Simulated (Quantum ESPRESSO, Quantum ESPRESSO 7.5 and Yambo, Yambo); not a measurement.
# SnO2 (Cassiterite): G0W0 with Yambo, start to end

Aim: the G0W0 gap of SnO2 (Cassiterite) on PBE, step by step.

Program: Quantum ESPRESSO 7.5 and Yambo 5.3.0. Level of theory: PBE and many-body steps on it, plane waves. Results are calculated unless marked as measured.

**The experiments to reproduce.**

- Gap 3.6 eV: experimental gap quoted from earlier work; bulk crystal (quoted in “Study on the Photocatalytic Properties of Flower-Shaped SnO2”, 2022, pmc:9565917).

**1. The structure**

The structure is tetragonal, space group P4_2/mnm (No. 136). Conventional cell: a = 4.738 Å, b = 4.738 Å, c = 3.187 Å, α = 90.00°, β = 90.00°, γ = 90.00°. Sn has 6 O at 2.05 to 2.06 Å nearest. Nearest to O lie 3 Sn at 2.05 to 2.06 Å. Farther neighbours and most contacts between anions are not listed.

The cell and positions come from the Crystallography Open Database and are kept as given unless a step says otherwise.

**2. Ground state**

This step: Quantum ESPRESSO 7.5; DFT, PBE, plane waves, norm-conserving pseudopotentials.

The ground-state density comes first.

File pw.in:

```
&control
  calculation = 'scf'
  prefix = 'x'
  outdir = 'o'
  pseudo_dir = 'pseudo'
/
&system
  ibrav = 0
  nat = 6
  ntyp = 2
  ecutwfc = 84.0
  nbnd = 41
  force_symmorphic = .true.
/
&electrons
  conv_thr = 1e-10
  electron_maxstep = 80
  mixing_beta = 0.5
/
ATOMIC_SPECIES
  Sn 118.71 Sn.upf
  O 15.999 O.upf
CELL_PARAMETERS angstrom
  4.7380000000 0.0000000000 0.0000000000
  0.0000000000 4.7380000000 0.0000000000
  0.0000000000 0.0000000000 3.1865000000
ATOMIC_POSITIONS crystal
  Sn 0.0000000000 0.0000000000 0.0000000000
  Sn 0.5000000000 0.5000000000 0.5000000000
  O 0.3071000000 0.3071000000 0.0000000000
  O 0.1929000000 0.8071000000 0.5000000000
  O 0.6929000000 0.6929000000 0.0000000000
  O 0.8071000000 0.1929000000 0.5000000000
K_POINTS automatic
  4 4 6 0 0 0
```

Started as:

```console
OMP_NUM_THREADS=1 mpirun -n 8 pw.x -nk 8 -in pw.in > pw.out
```

What it wrote:

```text
Program PWSCF v.7.5 starts

     This program is part of the open-source Quantum ESPRESSO suite
     for quantum simulation of materials; please cite
         "P. Giannozzi et al., J. Phys.:Condens. Matter 21 395502 (2009);
         "P. Giannozzi et al., J. Phys.:Condens. Matter 29 465901 (2017);
         "P. Giannozzi et al., J. Chem. Phys. 152 154105 (2020);
     in publications or presentations arising from this work. More details at
     Message from routine setup:
     using ibrav=0 with symmetry is DISCOURAGED, use correct ibrav instead

     G-vector sticks info

     bravais-lattice index     =            0
     lattice parameter (alat)  =       8.9535  a.u.
     unit-cell volume          =     482.7259 (a.u.)^3
     number of atoms/cell      =            6
     number of atomic types    =            2
     number of electrons       =        68.00
     number of Kohn-Sham states=           41
     kinetic-energy cutoff     =      84.0000  Ry
     charge density cutoff     =     336.0000  Ry
     scf convergence threshold =      1.0E-10
     mixing beta               =       0.5000
     number of iterations used =            8  plain     mixing
     Exchange-correlation= PBE
                           (   1   4   3   4   0   0   0)

     celldm(1)=   8.953522  celldm(2)=   0.000000  celldm(3)=   0.000000
     celldm(4)=   0.000000  celldm(5)=   0.000000  celldm(6)=   0.000000

     crystal axes: (cart. coord. in units of alat)
               a(1) = (   1.000000   0.000000   0.000000 )
               a(2) = (   0.000000   1.000000   0.000000 )
               a(3) = (   0.000000   0.000000   0.672541 )

     reciprocal axes: (cart. coord. in units 2 pi/alat)
               b(1) = (  1.000000  0.000000  0.000000 )
               b(2) = (  0.000000  1.000000  0.000000 )
               b(3) = (  0.000000  0.000000  1.486898 )
     Pseudo is Norm-conserving + core correction, Zval = 22.0
     Generated using ONCVPSP code by D. R. Hamann
     Using radial grid of 1628 points,  6 beta functions with:
     Pseudo is Norm-conserving + core correction, Zval =  6.0
     Generated using ONCVPSP code by D. R. Hamann
     Using radial grid of  936 points,  5 beta functions with:
     Sn               22.00   118.71000     Sn( 1.00)
     O                 6.00    15.99900     O ( 1.00)

      8 Sym. Ops., with inversion, found

   Cartesian axes

     site n.     atom                  positions (alat units)
         1        Sn     tau(   1) = (   0.0000000   0.0000000   0.0000000  )
         2        Sn     tau(   2) = (   0.5000000   0.5000000   0.3362706  )
         3        O      tau(   3) = (   0.3071000   0.3071000   0.0000000  )
         4        O      tau(   4) = (   0.1929000   0.8071000   0.3362706  )
         5        O      tau(   5) = (   0.6929000   0.6929000   0.0000000  )
         6        O      tau(   6) = (   0.8071000   0.1929000   0.3362706  )

     number of k points=    28
                       cart. coord. in units 2pi/alat
        k(    1) = (   0.0000000   0.0000000   0.0000000), wk =   0.0208333
        k(    2) = (   0.0000000   0.0000000   0.2478163), wk =   0.0416667
        k(    3) = (   0.0000000   0.0000000   0.4956326), wk =   0.0416667
        k(    4) = (   0.0000000   0.0000000  -0.7434489), wk =   0.0208333
        k(    5) = (   0.0000000   0.2500000   0.0000000), wk =   0.0833333
        k(    6) = (   0.0000000   0.2500000   0.2478163), wk =   0.1666667
        k(    7) = (   0.0000000   0.2500000   0.4956326), wk =   0.1666667
        k(    8) = (   0.0000000   0.2500000  -0.7434489), wk =   0.0833333
        k(    9) = (   0.0000000  -0.5000000   0.0000000), wk =   0.0416667
        k(   10) = (   0.0000000  -0.5000000   0.2478163), wk =   0.0833333
     [... 16 further rows ...]
        k(   27) = (  -0.2500000   0.2500000  -0.4956326), wk =   0.0833333
        k(   28) = (  -0.2500000   0.2500000   0.7434489), wk =   0.0416667

     Dense  grid:    50163 G-vectors     FFT dimensions: (  54,  54,  36)

     Initial potential from superposition of free atoms

     starting charge      67.9969, renormalised to      68.0000
     Starting wfcs are   42 randomized atomic wfcs

     per-process dynamical memory:    51.7 Mb

     Self-consistent Calculation

     iteration #  1     ecut=    84.00 Ry     beta= 0.50

     total energy              =   -1018.13327216 Ry
     estimated scf accuracy    <       1.58374028 Ry

     iteration #  2     ecut=    84.00 Ry     beta= 0.50

     total energy              =   -1018.59944136 Ry
     estimated scf accuracy    <       0.26065755 Ry

     iteration #  3     ecut=    84.00 Ry     beta= 0.50

     total energy              =   -1018.64052076 Ry
     estimated scf accuracy    <       0.01141285 Ry

     iteration #  4     ecut=    84.00 Ry     beta= 0.50

     total energy              =   -1018.64131870 Ry
     estimated scf accuracy    <       0.00142362 Ry

     iteration #  5     ecut=    84.00 Ry     beta= 0.50

     total energy              =   -1018.64164191 Ry
     estimated scf accuracy    <       0.00005581 Ry

     iteration #  6     ecut=    84.00 Ry     beta= 0.50

     total energy              =   -1018.64165341 Ry
     estimated scf accuracy    <       0.00000783 Ry

     iteration #  7     ecut=    84.00 Ry     beta= 0.50

     total energy              =   -1018.64165361 Ry
     estimated scf accuracy    <       0.00000331 Ry

     iteration #  8     ecut=    84.00 Ry     beta= 0.50

     total energy              =   -1018.64165420 Ry
     estimated scf accuracy    <       0.00000002 Ry

     iteration #  9     ecut=    84.00 Ry     beta= 0.50

     total energy              =   -1018.64165421 Ry
     estimated scf accuracy    <       0.00000003 Ry

     iteration # 10     ecut=    84.00 Ry     beta= 0.50

     total energy              =   -1018.64165422 Ry
     estimated scf accuracy    <          4.6E-10 Ry

     iteration # 11     ecut=    84.00 Ry     beta= 0.50

     total energy              =   -1018.64165422 Ry
     estimated scf accuracy    <          1.1E-10 Ry

     iteration # 12     ecut=    84.00 Ry     beta= 0.50

     End of self-consistent calculation

          k = 0.0000 0.0000 0.0000 (  6273 PWs)   bands (ev):

  -116.6531-116.6530 -72.4822 -72.4822 -72.4387 -72.4387 -72.4344 -72.4341
    -9.9067  -9.1569  -8.8803  -8.8568  -8.8568  -8.7679  -8.7332  -8.6461
    -8.6172  -8.6172  -7.6530  -5.7960  -5.7960  -4.0334   3.1540   7.1940
     7.1940   7.2830   8.1552   9.1990   9.2874   9.9986   9.9986  10.4825
    10.4825  11.2481  12.5370  17.3902  17.6411  17.6411  21.7569  21.9036
    23.3747

          k = 0.0000 0.0000 0.2478 (  6277 PWs)   bands (ev):

  -116.6530-116.6530 -72.4821 -72.4821 -72.4387 -72.4387 -72.4354 -72.4352
    -9.7760  -9.1012  -9.1012  -9.0055  -8.8312  -8.7904  -8.7226  -8.6499
    -8.6499  -8.6476  -7.5037  -5.3859  -5.3859  -4.2443   3.1299   7.0882
     7.4431   7.4431   7.6807   8.3370   9.0503   9.0907   9.0907  10.4977
    10.4977  11.0216  14.0173  17.8911  18.7208  18.7208  20.5204  23.2600
    23.2600

          k = 0.0000 0.0000 0.4956 (  6270 PWs)   bands (ev):

  -116.6529-116.6528 -72.4819 -72.4819 -72.4385 -72.4385 -72.4376 -72.4374
    -9.4898  -9.4898  -9.4681  -8.9444  -8.7143  -8.7028  -8.7028  -8.6967
    -8.6919  -8.6533  -6.9425  -4.9144  -4.6465  -4.6465   3.2629   5.5882
     7.0161   7.5397   7.5397   8.2453   8.2453   8.2988   8.8538  10.2614
    10.2614  10.4100  16.0631  18.1928  20.1446  20.7039  20.7039  22.4483
    22.8378

          k = 0.0000 0.0000-0.7434 (  6274 PWs)   bands (ev):

     [... further k-points ...]

     highest occupied, lowest unoccupied level (ev):    11.2481   12.5370

!    total energy              =   -1018.64165422 Ry
     estimated scf accuracy    <          4.3E-12 Ry

     The total energy is the sum of the following terms:
     one-electron contribution =    -597.46508537 Ry
     hartree contribution      =     317.66477357 Ry
     xc contribution           =    -142.16184700 Ry
     ewald contribution        =    -596.67949541 Ry

     convergence has been achieved in  12 iterations

     XML data file, charge density, pseudopotentials, collected wavefunctions

=------------------------------------------------------------------------------=
   JOB DONE.
=------------------------------------------------------------------------------=
```

Elapsed: 25 s, on 8 MPI ranks of Arm Neoverse V1, shared host; peak memory 0.8 GiB.

Numbers from this step:

| Quantity | Value |
| --- | --- |
| total energy | -13859.3257 eV |
| gap | 1.289 eV |
| k of the valence top | 0, 0, 0 |
| k of the conduction bottom | 0, 0, 0 |
| least direct gap | 1.289 eV |

The gap is direct, at Γ.

**3. Bands along the symmetry lines**

The cheap functional maps the bands first; the places of the edges decide which points the dearer methods must see.

File pw.in:

```
&control
  calculation = 'bands'
  prefix = 'x'
  outdir = 'o'
  pseudo_dir = 'pseudo'
/
&system
  ibrav = 0
  nat = 6
  ntyp = 2
  ecutwfc = 84.0
  nbnd = 40
  force_symmorphic = .true.
/
&electrons
  conv_thr = 1e-9
  electron_maxstep = 80
  diago_full_acc = .true.
  diago_thr_init = 5e-6
/
ATOMIC_SPECIES
  Sn 118.71 Sn.upf
  O 15.999 O.upf
CELL_PARAMETERS angstrom
  4.7380000000 0.0000000000 0.0000000000
  0.0000000000 4.7380000000 0.0000000000
  0.0000000000 0.0000000000 3.1865000000
ATOMIC_POSITIONS crystal
  Sn 0.0000000000 0.0000000000 0.0000000000
  Sn 0.5000000000 0.5000000000 0.5000000000
  O 0.3071000000 0.3071000000 0.0000000000
  O 0.1929000000 0.8071000000 0.5000000000
  O 0.6929000000 0.6929000000 0.0000000000
  O 0.8071000000 0.1929000000 0.5000000000
K_POINTS crystal
  75
  0.00000000 0.00000000 0.00000000 1
  0.00000000 0.06250000 0.00000000 1
  0.00000000 0.12500000 0.00000000 1
  0.00000000 0.18750000 0.00000000 1
  0.00000000 0.25000000 0.00000000 1
  0.00000000 0.31250000 0.00000000 1
  0.00000000 0.37500000 0.00000000 1
  0.00000000 0.43750000 0.00000000 1
  0.00000000 0.50000000 0.00000000 1
  0.06250000 0.50000000 0.00000000 1
  0.12500000 0.50000000 0.00000000 1
  0.18750000 0.50000000 0.00000000 1
  0.25000000 0.50000000 0.00000000 1
  0.31250000 0.50000000 0.00000000 1
  0.37500000 0.50000000 0.00000000 1
  0.43750000 0.50000000 0.00000000 1
  0.50000000 0.50000000 0.00000000 1
  0.43750000 0.43750000 0.00000000 1
  0.37500000 0.37500000 0.00000000 1
  0.31250000 0.31250000 0.00000000 1
  0.25000000 0.25000000 0.00000000 1
  0.18750000 0.18750000 0.00000000 1
  0.12500000 0.12500000 0.00000000 1
  0.06250000 0.06250000 0.00000000 1
  0.00000000 0.00000000 0.00000000 1
  0.00000000 0.00000000 0.06250000 1
  0.00000000 0.00000000 0.12500000 1
  0.00000000 0.00000000 0.18750000 1
  0.00000000 0.00000000 0.25000000 1
  0.00000000 0.00000000 0.31250000 1
  0.00000000 0.00000000 0.37500000 1
  0.00000000 0.00000000 0.43750000 1
  0.00000000 0.00000000 0.50000000 1
  0.00000000 0.06250000 0.50000000 1
  0.00000000 0.12500000 0.50000000 1
  0.00000000 0.18750000 0.50000000 1
  0.00000000 0.25000000 0.50000000 1
  0.00000000 0.31250000 0.50000000 1
  0.00000000 0.37500000 0.50000000 1
  0.00000000 0.43750000 0.50000000 1
  0.00000000 0.50000000 0.50000000 1
  0.06250000 0.50000000 0.50000000 1
  0.12500000 0.50000000 0.50000000 1
  0.18750000 0.50000000 0.50000000 1
  0.25000000 0.50000000 0.50000000 1
  0.31250000 0.50000000 0.50000000 1
  0.37500000 0.50000000 0.50000000 1
  0.43750000 0.50000000 0.50000000 1
  0.50000000 0.50000000 0.50000000 1
  0.43750000 0.43750000 0.50000000 1
  0.37500000 0.37500000 0.50000000 1
  0.31250000 0.31250000 0.50000000 1
  0.25000000 0.25000000 0.50000000 1
  0.18750000 0.18750000 0.50000000 1
  0.12500000 0.12500000 0.50000000 1
  0.06250000 0.06250000 0.50000000 1
  0.00000000 0.00000000 0.50000000 1
  0.00000000 0.50000000 0.00000000 1
  0.00000000 0.50000000 0.06250000 1
  0.00000000 0.50000000 0.12500000 1
  0.00000000 0.50000000 0.18750000 1
  0.00000000 0.50000000 0.25000000 1
  0.00000000 0.50000000 0.31250000 1
  0.00000000 0.50000000 0.37500000 1
  0.00000000 0.50000000 0.43750000 1
  0.00000000 0.50000000 0.50000000 1
  0.50000000 0.50000000 0.00000000 1
  0.50000000 0.50000000 0.06250000 1
  0.50000000 0.50000000 0.12500000 1
  0.50000000 0.50000000 0.18750000 1
  0.50000000 0.50000000 0.25000000 1
  0.50000000 0.50000000 0.31250000 1
  0.50000000 0.50000000 0.37500000 1
  0.50000000 0.50000000 0.43750000 1
  0.50000000 0.50000000 0.50000000 1
```

What it wrote:

```text
[banner, memory and clock lines left out]
Program PWSCF v.7.5 starts

     Atomic positions and unit cell read from directory:
     o/x.save/

     Message from routine setup:
     using ibrav=0 with symmetry is DISCOURAGED, use correct ibrav instead

     G-vector sticks info

     bravais-lattice index     =            0
     lattice parameter (alat)  =       8.9535  a.u.
     unit-cell volume          =     482.7259 (a.u.)^3
     number of atoms/cell      =            6
     number of atomic types    =            2
     number of electrons       =        68.00
     number of Kohn-Sham states=           40
     kinetic-energy cutoff     =      84.0000  Ry
     charge density cutoff     =     336.0000  Ry
     Exchange-correlation= PBE
                           (   1   4   3   4   0   0   0)

     celldm(1)=   8.953522  celldm(2)=   0.000000  celldm(3)=   0.000000
     celldm(4)=   0.000000  celldm(5)=   0.000000  celldm(6)=   0.000000

     crystal axes: (cart. coord. in units of alat)
               a(1) = (   1.000000   0.000000   0.000000 )
               a(2) = (   0.000000   1.000000   0.000000 )
               a(3) = (   0.000000   0.000000   0.672541 )

     reciprocal axes: (cart. coord. in units 2 pi/alat)
               b(1) = (  1.000000  0.000000  0.000000 )
               b(2) = (  0.000000  1.000000  0.000000 )
               b(3) = (  0.000000  0.000000  1.486898 )
     Pseudo is Norm-conserving + core correction, Zval = 22.0
     Generated using ONCVPSP code by D. R. Hamann
     Using radial grid of 1628 points,  6 beta functions with:
     Pseudo is Norm-conserving + core correction, Zval =  6.0
     Generated using ONCVPSP code by D. R. Hamann
     Using radial grid of  936 points,  5 beta functions with:
     Sn               22.00   118.71000     Sn( 1.00)
     O                 6.00    15.99900     O ( 1.00)

      8 Sym. Ops., with inversion, found

   Cartesian axes

     site n.     atom                  positions (alat units)
         1        Sn     tau(   1) = (   0.0000000   0.0000000   0.0000000  )
         2        Sn     tau(   2) = (   0.5000000   0.5000000   0.3362706  )
         3        O      tau(   3) = (   0.3071000   0.3071000   0.0000000  )
         4        O      tau(   4) = (   0.1929000   0.8071000   0.3362706  )
         5        O      tau(   5) = (   0.6929000   0.6929000   0.0000000  )
         6        O      tau(   6) = (   0.8071000   0.1929000   0.3362706  )

     number of k points=    75
                       cart. coord. in units 2pi/alat
        k(    1) = (   0.0000000   0.0000000   0.0000000), wk =   0.0266667
        k(    2) = (   0.0000000   0.0625000   0.0000000), wk =   0.0266667
        k(    3) = (   0.0000000   0.1250000   0.0000000), wk =   0.0266667
[...]
[... 63 further rows ...]
        k(   74) = (   0.5000000   0.5000000   0.6505178), wk =   0.0266667
        k(   75) = (   0.5000000   0.5000000   0.7434489), wk =   0.0266667

     Dense  grid:    50163 G-vectors     FFT dimensions: (  54,  54,  36)

     The potential is recalculated from file :
     o/x.save/charge-density

     Starting wfcs are   42 randomized atomic wfcs

     Band Structure Calculation

     End of band structure calculation

          k = 0.0000 0.0000 0.0000 (  6273 PWs)   bands (ev):

  -116.6531-116.6530 -72.4821 -72.4821 -72.4387 -72.4387 -72.4344 -72.4340
    -9.9067  -9.1569  -8.8803  -8.8568  -8.8568  -8.7679  -8.7331  -8.6461
    -8.6172  -8.6172  -7.6530  -5.7960  -5.7960  -4.0334   3.1540   7.1940
     7.1940   7.2830   8.1552   9.1990   9.2874   9.9986   9.9987  10.4825
[...]
k = 0.0000 0.0625 0.0000 (  6272 PWs)   bands (ev):

  -116.6531-116.6530 -72.4822 -72.4821 -72.4387 -72.4387 -72.4343 -72.4340
[...]
k = 0.0000 0.1250 0.0000 (  6286 PWs)   bands (ev):

  -116.6531-116.6530 -72.4822 -72.4822 -72.4387 -72.4387 -72.4343 -72.4340
[...]
k = 0.5000 0.5000 0.6505 (  6284 PWs)   bands (ev):

  -116.6529-116.6529 -72.4818 -72.4818 -72.4385 -72.4385 -72.4385 -72.4385
[...]
k = 0.5000 0.5000 0.7434 (  6312 PWs)   bands (ev):

  -116.6529-116.6529 -72.4818 -72.4818 -72.4387 -72.4387 -72.4385 -72.4385
[...]
6.2287   6.2287   8.7086   8.7086   8.8039   8.8039  10.2814  10.2814
    10.4229  10.4229  16.1788  16.1788  20.1786  20.1786  22.3170  22.3170

     XML data file, pseudopotentials, collected wavefunctions
```

It took 13 s on 8 MPI ranks; peak memory 0.65 GiB; 99 s of CPU time.

This step gave:

```yaml
gap: 1.289 eV
k_of_the_valence_top: 0, 0, 0
k_of_the_conduction_bottom: 0, 0, 0
least_direct_gap: 1.289 eV
```

The gap is 1.289 eV, as in the run before at this level.

The electronic bands at the labelled points (eV, zero at the top of the highest filled band):

```
    point  band 31  band 32  band 33  band 34  band 35  band 36  band 37  band 38
        Γ    -1.25    -0.77    -0.77     0.00     1.29     6.14     6.39     6.39
  halfway    -1.23    -1.21    -0.73    -0.28     2.57     5.69     6.65     6.82
        X    -1.20    -1.20    -0.63    -0.63     4.44     4.44     7.13     7.13
  halfway    -1.26    -1.26    -0.77    -0.77     4.63     4.63     7.35     7.35
        M    -1.33    -1.33    -0.90    -0.90     4.83     4.83     7.55     7.55
  halfway    -1.29    -1.20    -0.82    -0.48     3.34     5.42     7.01     7.10
        Γ    -1.25    -0.77    -0.77     0.00     1.29     6.14     6.39     6.39
  halfway    -2.54    -0.84    -0.84    -0.49     3.84     6.93     8.47     8.47
        Z    -1.64    -1.64    -1.25    -1.25     6.22     6.22     9.80     9.80
  halfway    -1.41    -1.41    -1.12    -1.12     6.32     6.32     8.87     8.87
        R    -1.09    -1.09    -0.72    -0.72     6.48     6.48     8.11     8.11
  halfway    -1.03    -1.03    -0.97    -0.97     5.53     5.53     8.75     8.75
        A    -0.97    -0.97    -0.83    -0.83     4.93     4.93     8.93     8.93
  halfway    -1.26    -1.24    -1.03    -1.01     5.69     6.23     8.06     9.96
        Z    -1.64    -1.64    -1.25    -1.25     6.22     6.22     9.80     9.80
jump to X    -1.20    -1.20    -0.63    -0.63     4.44     4.44     7.13     7.13
  halfway    -1.29    -1.29    -0.82    -0.82     5.58     5.58     8.81     8.81
        R    -1.09    -1.09    -0.72    -0.72     6.48     6.48     8.11     8.11
jump to M    -1.33    -1.33    -0.90    -0.90     4.83     4.83     7.55     7.55
  halfway    -0.86    -0.86    -0.86    -0.86     5.17     5.17     8.83     8.83
        A    -0.97    -0.97    -0.83    -0.83     4.93     4.93     8.93     8.93
```

[end of part 1 of 3]

[Paths, hosts, dates, memory and timing lines, banners, echoed tables and standing remarks are left out of the program output.]

[Logs are printed without paths, hosts, clocks, repeated set-up lines and the standing remarks that a program may print on its own settings, such as how far it seeks lower states.]

[Runs of the session that timed out or met a known fault of the program may be left out.]

[Hosts, paths, dates, database ids (printed as entryN), source tags and the programs' standing remarks are cut or masked in the printed files.]
